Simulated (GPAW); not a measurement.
# Screening of a field by a 7-layer slab of Y(0001), part 2 of 2

How does a 7-layer slab of Y(0001) screen a perpendicular field?

GPAW 26.7.0; GPAW, PAW setups; slab in vacuum, relaxation (the session's first sound run).

So far. Step 5 (In a field): The dipole is now -0.143 e Å, against 0.0011 in the run without a field.

## 8. Field on

run.py reads:

```python
import json
import numpy as np
from ase import Atoms
from gpaw import GPAW, PW
from gpaw.external import ConstantElectricField

slab = Atoms(
    ['Y', 'Y', 'Y', 'Y', 'Y', 'Y', 'Y'],
    positions=[
        [0.00000, 0.00000, 9.00000],
        [3.65000, 2.10733, 11.86707],
        [0.00000, 0.00000, 14.73415],
        [3.65000, 2.10733, 17.59862],
        [-0.00000, -0.00000, 20.47570],
        [3.65000, 2.10733, 23.36298],
        [0.00000, -0.00000, 26.14390]],
    cell=[[3.65, 0.0, 0.0], [1.825, 3.16099, 0.0], [0.0, 0.0, 35.20245]],
    pbc=[True, True, False])

slab.calc = GPAW(mode=PW(400), xc='PBE', kpts={'size': (10, 10, 1), 'gamma': True},
                 occupations={'name': 'fermi-dirac', 'width': 0.1}, nbands='160%',
                 convergence={'density': 1e-05}, maxiter=200,
                 poissonsolver={'dipolelayer': 'xy'},
                 external=ConstantElectricField(0.1, [0, 0, 1]),
                 symmetry={'tolerance': 1e-3}, txt='slab.txt')
result = {}
energy = slab.get_potential_energy()
fermi = slab.calc.get_fermi_level()
v = slab.calc.get_electrostatic_potential().mean((0, 1)) - fermi
n = slab.calc.get_pseudo_density().mean((0, 1))
L = slab.cell[2, 2]
z = np.arange(len(v)) * L / len(v)
low, high = slab.positions[:, 2].min(), slab.positions[:, 2].max()
below, above = np.interp([low - 6.8, high + 6.8], z, v)
slopes = [np.interp(x, z, np.gradient(v, z)) for x in (low - 6.8, high + 6.8)]
eps = np.array([[slab.calc.get_eigenvalues(k, s) for k in range(len(slab.calc.get_ibz_k_points()))]
                for s in range(slab.calc.get_number_of_spins())]) - fermi
top, bottom = eps[eps < 0].max(), eps[eps > 0].min()
dipole = slab.get_dipole_moment()[2]
print(f'energy {energy:.4f} eV, Fermi level {fermi:.4f} eV, dipole {dipole:.5f} e A')
print(f'potential 6.8 A off the faces, from the Fermi level: lower {below:.4f} eV, upper {above:.4f} eV')
print(f'slope of the potential there: lower {slopes[0]:.5f}, upper {slopes[1]:.5f} eV/A')
print(f'nearest levels on the mesh: {top:.4f} and {bottom:.4f} eV')
print('magnetic moment', round(slab.get_magnetic_moment(), 3))
result.update(energy=energy, fermi=fermi, dipole=dipole, below=below, above=above, slopes=slopes, edges=[top, bottom],
              z=z.tolist(), v=v.tolist(), n=n.tolist(), positions=slab.positions.tolist(),
              forces=slab.get_forces(apply_constraint=False).tolist(), moments=slab.get_magnetic_moments().tolist())
json.dump(result, open('result.json', 'w'))
```

The run is started by

```sh
> OMP_NUM_THREADS=1 OPENBLAS_NUM_THREADS=1 python run.py
```

Log:

```text
energy -31.3406 eV, Fermi level 2.2903 eV, dipole 0.14527 e A
potential 6.8 A off the faces, from the Fermi level: lower 4.5123 eV, upper 2.2335 eV
slope of the potential there: lower -0.00018, upper 0.00007 eV/A
nearest levels on the mesh: -0.0153 and 0.0039 eV
magnetic moment 0.0
```

Wall time 13 min (1 thread of Intel Xeon 6975P-C (Granite Rapids), shared host); peak memory 0.76 GiB.

The electrostatic potential energy of an electron (without an applied field's), less the Fermi level, planar mean oscillates, so the rows of the table below give means over windows of 2.88 Å about each position, cut where the curve ends. Its maxima inside the range that stand out by 2 % of the span (Å: eV): 1.8: 4.51, 10.5: 1.64, 13.3: 1.19, 16.2: 0.878, 19.1: 0.684, 22.0: 0.321, 24.7: -0.0835. Its minima: 9.0: -16.9, 11.8: -16.7, 14.8: -17.0, 17.6: -17.4, 20.4: -17.6, 23.4: -17.8, 26.2: -18.4.

Electrostatic potential energy of an electron (without an applied field's), less the Fermi level, planar mean against z; means over each step:

```csv
z (Å),"electrostatic potential energy of an electron (without an applied field's), less the Fermi level, planar mean (eV)"
1.44,4.44
4.32,4.50
7.20,1.24
10.08,-5.66
12.96,-5.93
15.84,-6.23
18.72,-6.47
21.60,-6.71
24.48,-7.51
27.36,-4.69
30.24,2.20
33.12,2.23
```

The dipole is now 0.145 e Å, against 0.0011 in the run without a field.

## 9. Field on

Changes to run.py since step 8:

```diff
@@ -23,3 +23,3 @@
                  poissonsolver={'dipolelayer': 'xy'},
-                 external=ConstantElectricField(0.1, [0, 0, 1]),
+                 external=ConstantElectricField(0.2, [0, 0, 1]),
                  symmetry={'tolerance': 1e-3}, txt='slab.txt')
```

Log:

```text
energy -31.3624 eV, Fermi level 2.2847 eV, dipole 0.28973 e A
potential 6.8 A off the faces, from the Fermi level: lower 5.6614 eV, upper 1.1165 eV
slope of the potential there: lower -0.00029, upper 0.00003 eV/A
nearest levels on the mesh: -0.0152 and 0.0035 eV
magnetic moment 0.0
```

The job ended after 15 min (1 thread; peak memory 0.76 GiB).

The electrostatic potential energy of an electron (without an applied field's), less the Fermi level, planar mean oscillates, so the rows of the table below give means over windows of 2.88 Å about each position, cut where the curve ends. Its maxima inside the range that stand out by 2 % of the span (Å: eV): 1.8: 5.66, 10.5: 2.35, 13.3: 1.62, 16.2: 1.01, 19.1: 0.537, 22.0: -0.120, 24.7: -0.798. Its minima: 9.0: -16.0, 11.8: -16.1, 14.8: -16.7, 17.6: -17.4, 20.4: -17.9, 23.4: -18.4, 26.2: -19.3.

Table of electrostatic potential energy of an electron (without an applied field's), less the Fermi level, planar mean by z; means over each step:

z (Å), electrostatic potential energy of an electron (without an applied field's), less the Fermi level, planar mean (eV) and a bar from the least value:
```
     1.44        5.5 ##############################
     4.32        5.6 ##############################
     7.20        2.3 #######################
    10.08       -4.9 #######
    12.96       -5.5 ######
    15.84       -6.1 #####
    18.72       -6.6 ####
    21.60       -7.1 ##
    24.48       -8.2 
    27.36       -5.7 #####
    30.24        1.1 ####################
    33.12        1.1 ####################
```

The dipole is now 0.290 e Å, against 0.0011 in the run without a field.

## 10. In a field

Changes to run.py since step 9:

```diff
@@ -23,3 +23,3 @@
                  poissonsolver={'dipolelayer': 'xy'},
-                 external=ConstantElectricField(0.2, [0, 0, 1]),
+                 external=ConstantElectricField(0.3, [0, 0, 1]),
                  symmetry={'tolerance': 1e-3}, txt='slab.txt')
```

Log:

```text
energy -31.3987 eV, Fermi level 2.2758 eV, dipole 0.43438 e A
potential 6.8 A off the faces, from the Fermi level: lower 6.8211 eV, upper 0.0072 eV
slope of the potential there: lower -0.00052, upper 0.00000 eV/A
nearest levels on the mesh: -0.0151 and 0.0033 eV
magnetic moment 0.0
```

Wall time 14 min (1 thread); peak memory 0.76 GiB.

The dipole is now 0.434 e Å, against 0.0011 in the run without a field.

## 11. The series

The members are put on one axis.

This step: induced dipole against applied field (GPAW 26.7.0).

Dipole along the normal against field:

```
field (V/Å)  dipole along the normal (e·Å)
     -0.200                         -0.288
     -0.100                         -0.143
     -0.050                        -0.0711
      0.000                        0.00108
      0.050                         0.0733
      0.100                          0.145
      0.200                          0.290
      0.300                          0.434
```

## 12. Results

```
work function, upper and lower face            : 3.358 and 3.374 eV
dipole along the normal                        : 0.00108 e Å
induced dipole per field                       : 1.44 e Å per V/Å
out-of-plane polarisability per area, α/(ε0 A) : 22.6 Å
```

**Reading.** The field induces 1.44 e Å per V/Å, a polarisable thickness α/(ε0 A) of 22.6 Å beside 17.1 Å between the outermost nuclei. A perfect conductor would give the distance between its two image planes; a dielectric of thickness t gives t(1 - 1/ε). The measured value for polycrystalline Y, which weights the faces of low work function, is 3.1 eV (as compiled in "Anisotropic work function of elemental crystals", 2019, arxiv:1902.07811); the relaxed upper face lies 0.26 eV over it with PBE. Measured work functions scatter by a tenth of an eV or more between methods. The induced dipole is linear in the field over this range. The small printed dipole stands for a step of -17 meV from the lower to the upper face, and the probes find -16 meV; values this small are near the numerical noise of both. The in-plane lattice was kept as typed, which isn't the functional's own and leaves some strain; spin-orbit coupling and temperature are left out.

[Logs are printed without paths, hosts, clocks, repeated set-up lines and the standing remarks that a program may print on its own settings, such as how far it seeks lower states.]

[Hosts, paths, dates, database ids (printed as entryN), source tags and the programs' standing remarks are cut or masked in the printed files.]
